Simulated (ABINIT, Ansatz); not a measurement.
# A GW chain in ABINIT: CdF2 (Fm-3m), part 3 of 3

Aim: the G0W0 gap of CdF2 (Fm-3m) on PBE, step by step.

ABINIT 10.8.3; PBE and many-body steps on it, plane waves. Known limits of the many-body steps: not at the basis limit; d shell near the gap, gap tends to lie low; no spin-orbit coupling; coarse k mesh.

So far. Step 4 (Empty states on the mesh, 4×4×4 mesh, 56 bands): On this mesh the gap is 3.124 eV. Step 5 (Screening, 4×4×4 mesh, 52 bands, screening to 119.7 eV): Local fields lower ε∞ by 4 %. On a Γ-centred mesh this coarse the value itself is usually too large, while a short band sum pulls it down.

## Step 6: Self-energy, 4×4×4 mesh, 52 bands, screening to 119.7 eV

The self-energy is evaluated for the states that the input lists, and the levels follow from it, in one-shot runs by the linearised quasiparticle equation.

This step: G0W0 on PBE, plane waves, norm-conserving pseudopotentials.

Input file run.abi:

```
acell 3*1.0 Angstrom
rprim 
  0.000000000000 2.694000000000 2.694000000000
  2.694000000000 -0.000000000000 2.694000000000
  2.694000000000 2.694000000000 -0.000000000000
ntypat 2
znucl 48 9
natom 3
typat 1 2 2
xred 
  0.000000000000 0.000000000000 0.000000000000
  0.250000000000 0.250000000000 0.250000000000
  0.750000000000 0.750000000000 0.750000000000
pp_dirpath "pseudos"
pseudos "Cd.upf, F.upf"
ecut 47
ngkpt 4 4 4
nshiftk 1
shiftk 0 0 0
kptopt 1
chksymbreak 0
istwfk *1
occopt 1
irdwfk 1
optdriver 4
nband 52
gwcalctyp 0
ecutsigx 47
symsigma 1
nkptgw 2
kptgw 
  -0.2500000000 0.5000000000 0.2500000000
  0.0000000000 0.0000000000 0.0000000000
bdgw 
  16 19
  15 21
ecuteps 4.4
irdscr 1
ppmodel 1
indata_prefix "in"
outdata_prefix "out"
tmpdata_prefix "tmp"
```

Started as:

```console
> OMP_NUM_THREADS=1 mpirun -n 4 abinit run.abi > log
```

Numbers of over 12 decimals in the logs are rounded to 6 here.

The log of the run:

```text
.Version 10.8.3 of ABINIT. v10.8.2 released Aug 2026.

 Symmetries : space group Fm -3 m (#225); Bravais cF (face-center cubic)
[... echo of the input left out ...]
== DATASET  1 ==================================================================
-   mpi_nproc: 4, omp_nthreads: 1 (-1 if OMP is not activated)

--- !DatasetInfo
iteration_state: {dtset: 1, }
dimensions: {natom: 3, nkpt: 8, mband: 52, nsppol: 1, nspinor: 1, nspden: 1, mpw: 4092, }
cutoff_energies: {ecut:  47.0, pawecutdg:  -1.0, }
electrons: {nelect:   3.40000000E+01, charge:   0.00000000E+00, occopt:   1.00000000E+00, tsmear:   1.00000000E-02, }

 SIGMA: Calculation of the GW corrections

 Based on a program developped by R.W. Godby, V. Olevano, G. Onida, and L. Reining.
 Incorporated in ABINIT by V. Olevano, G.-M. Rignanese, and M. Torrent.
.Using double precision arithmetic ; gwpc =  8

[... cell and pseudopotentials left out ...]
--------------------------------------------------------------------------------

 ==== K-mesh for the wavefunctions ====
 Number of points in the irreducible wedge :     8
[... list of points left out ...]
 Together with 48 symmetry operations and time-reversal symmetry
 yields    64 points in the full Brillouin Zone.

 ==== Q-mesh for screening function ====
 Number of points in the irreducible wedge :     8
[... list of points left out ...]
 Together with 48 symmetry operations and time-reversal symmetry
 yields    64 points in the full Brillouin Zone.

 vcoul_init : cutoff-mode = AUXILIARY_FUNCTION
 q-points for optical limit:   1
     1)      0.000010    0.000020    0.000030
 setmesh: FFT mesh size selected  =    45x   45x   45
          total number of points  =        91125

 Number of electrons calculated from density =   34.0000; Expected =   34.0000
 average of density, n =  0.128843
 r_s =    1.2282
 omega_plasma =   34.6246 [eV]

 === KS Band Gaps ===
  >>>> For spin  1
   Minimum direct gap =   3.6194 [eV], located at k-point      :   0.0000  0.0000  0.0000
   Fundamental gap    =   3.1240 [eV], Top of valence bands at :  -0.2500  0.5000  0.2500
                                       Bottom of conduction at :   0.0000  0.0000  0.0000
 SIGMA fundamental parameters:
 PLASMON POLE MODEL  1
 number of plane-waves for SigmaX                 4015
 number of plane-waves for SigmaC and W            113
 number of plane-waves for wavefunctions          4015
 number of bands                                    52
 number of independent spin polarizations            1
 number of spinorial components                      1
 number of k-points in IBZ                           8
 number of q-points in IBZ                           8
 number of symmetry operations                      48
 number of k-points in BZ                           64
 number of q-points in BZ                           64
 number of frequencies for dSigma/dE                 9
 frequency step for dSigma/dE [eV]                0.25
 number of omega for Sigma on real axis              0
 max omega for Sigma on real axis  [eV]           0.00
 zcut for avoiding poles [eV]                     0.10

 EPSILON^-1 parameters (SCR file):
 dimension of the eps^-1 matrix on file            113
 dimension of the eps^-1 matrix used               113
 number of plane-waves for wavefunctions          4015
 number of bands                                    52
 number of q-points in IBZ                           8
 number of frequencies                               2
 number of real frequencies                          1
 number of imag frequencies                          1

 matrix elements of self-energy operator (all in [eV])

 Perturbative Calculation

--- !SelfEnergy_ee
iteration_state: {dtset: 1, }
kpoint     : [  -0.250,    0.500,    0.250, ]
spin       : 1
KS_gap     :    8.101
QP_gap     :   11.603
Delta_QP_KS:    3.502
data: !SigmaeeData |
     Band     E0 <VxcDFT>   SigX SigC(E0)      Z dSigC/dE  Sig(E)    E-E0       E
       16   2.536 -23.138 -30.563   5.939   0.793  -0.262 -24.316  -1.178   1.358
       17   3.135 -24.392 -31.575   5.770   0.803  -0.246 -25.526  -1.134   2.001
       18  11.236 -16.752 -10.745  -3.225   0.852  -0.174 -14.383   2.369  13.605
       19  14.664 -10.958  -6.360  -3.254   0.872  -0.147  -9.786   1.172  15.836

--- !SelfEnergy_ee
iteration_state: {dtset: 1, }
kpoint     : [   0.000,    0.000,    0.000, ]
spin       : 1
KS_gap     :    3.619
QP_gap     :    6.183
Delta_QP_KS:    2.564
data: !SigmaeeData |
     Band     E0 <VxcDFT>   SigX SigC(E0)      Z dSigC/dE  Sig(E)    E-E0       E
       15   2.640 -24.993 -32.322   5.622   0.815  -0.228 -26.384  -1.391   1.249
       16   2.640 -24.993 -32.322   5.622   0.815  -0.228 -26.384  -1.391   1.249
       17   2.640 -24.993 -32.322   5.622   0.815  -0.228 -26.384  -1.391   1.249
       18   6.259 -12.403  -7.938  -3.126   0.876  -0.142 -11.230   1.173   7.432
       19  15.876 -10.202  -4.669  -3.794   0.877  -0.140  -8.677   1.526  17.401
       20  15.876 -10.202  -4.669  -3.794   0.877  -0.140  -8.677   1.526  17.401
       21  15.876 -10.202  -4.669  -3.794   0.877  -0.140  -8.677   1.526  17.401

== END DATASET(S) ==============================================================
================================================================================

 -outvars: echo values of variables after computation  --------
           etotal      0.0000000000E+00
            nband          52
             nkpt           8
          spgroup         225
 [... the other variables as echoed above ...]

 Calculation completed.
```

It took 4.9 s on 4 MPI ranks of Arm Neoverse V1, shared host; peak memory 0.88 GiB.

Numbers from this step:

| Quantity | Value |
| --- | --- |
| G0W0 gap on the points computed | 5.431 eV |
| starting gap on the mesh | 3.124 eV |
| k of the valence top | -0.25, 0.5, 0.25 |
| k of the conduction bottom | 0, 0, 0 |
| Z at the valence top | 0.803 |
| Z at the conduction bottom | 0.876 |
| least direct G0W0 gap on the computed points | 6.183 eV |

The gap on the mesh goes from 3.12 eV to 5.43 eV, a correction of +2.31 eV.

Limits: finite bands, cutoff and mesh; d shell near the gap, gap tends to lie low; no spin-orbit coupling; coarse k mesh. v1 is the top filled band, c1 the lowest empty one. Levels before and after the correction, in eV, zero at the valence-band top of each column:

```csv
,conduction bottom,valence top
Kohn-Sham,3.12,0.00
G0W0,5.43,0.00
```

```csv
,level,energy (eV)
Kohn-Sham,(-0.25 0.5 0.25) v2,-0.599
Kohn-Sham,(-0.25 0.5 0.25) v1,0.000
Kohn-Sham,(-0.25 0.5 0.25) c1,8.101
Kohn-Sham,(-0.25 0.5 0.25) c2,11.529
Kohn-Sham,Γ v3-v1,-0.496
Kohn-Sham,Γ c1,3.124
Kohn-Sham,Γ c2-c4,12.741
G0W0,(-0.25 0.5 0.25) v2,-0.643
G0W0,(-0.25 0.5 0.25) v1,0.000
G0W0,(-0.25 0.5 0.25) c1,11.604
G0W0,(-0.25 0.5 0.25) c2,13.835
G0W0,Γ v3-v1,-0.752
G0W0,Γ c1,5.431
G0W0,Γ c2-c4,15.400
```

## Step 7: Where the time went

Times are wall times on 4 MPI ranks of Arm Neoverse V1, shared host, good to a factor of about two.

```csv
step,time,share,memory (GiB)
ground state,17 s,23 %,0.37
bands along the symmetry lines,22 s,31 %,0.36
empty states on the mesh,13 s,18 %,0.32
screening,15 s,21 %,0.79
self-energy,4.9 s,7 %,0.88
```

## Step 8: What came out

```yaml
pbe_gap: 3.12 eV, indirect
g0w0_gap_on_the_mesh: 5.43 eV
gw_settings: 4×4×4 mesh, 52 bands, screening to 119.7 eV, Godby-Needs plasmon pole
known_limits: not at the basis limit; d shell near the gap, gap tends to lie low; no spin-orbit coupling; coarse k mesh
```

**Reading.** G0W0 moves the gap on the mesh from 3.12 eV to 5.43 eV (+2.31 eV), with Z of 0.80 and 0.88 at the edges. Local fields lower the RPA ε∞ on this mesh from 2.86 to 2.75; a Γ-centred mesh this coarse tends to raise both, most where the direct gap is narrow, while a short band sum lowers them. Only 2 of the mesh's irreducible points were corrected, so a valley elsewhere could overtake. Bands and cutoff are finite, so the gap is not at the basis limit. The miss can reach some tenths of an eV and take either sign; the mesh is an error of its own. In the G0W0 run levels were corrected at 2 k points alone, so a gap called «on the mesh» is the least over those, and an edge elsewhere would be missed. The 4×4×4 mesh is coarse for this cell, which bears on the long-range parts of exchange and screening. A d shell, filled or nearly so, lies near the gap. One-shot GW converges very slowly in bands there, not always from below, and on a semilocal start the gap tends to come out low; starts rich in exact exchange can overshoot instead. The many-body steps are scalar-relativistic: spin-orbit coupling is not in them.

[Paths, hosts, dates, memory and timing lines, banners, echoed tables and standing remarks are left out of the program output.]

[Logs are printed without paths, hosts, clocks, repeated set-up lines and the standing remarks that a program may print on its own settings, such as how far it seeks lower states.]

[Runs of the session that timed out or met a known fault of the program may be left out.]

[Hosts, paths, dates, database ids (printed as entryN), source tags and the programs' standing remarks are cut or masked in the printed files.]

[G0W0 gaps are taken among the corrected bands and points alone; a level outside them can change the order at an edge.]

[Where Ansatz stands beside ABINIT at settings called matched, ABINIT's density can come from a denser mesh and the files from another edition; pairs whose starting gaps differed by over 0.03 eV were left out, so agreement reads better than it is.]
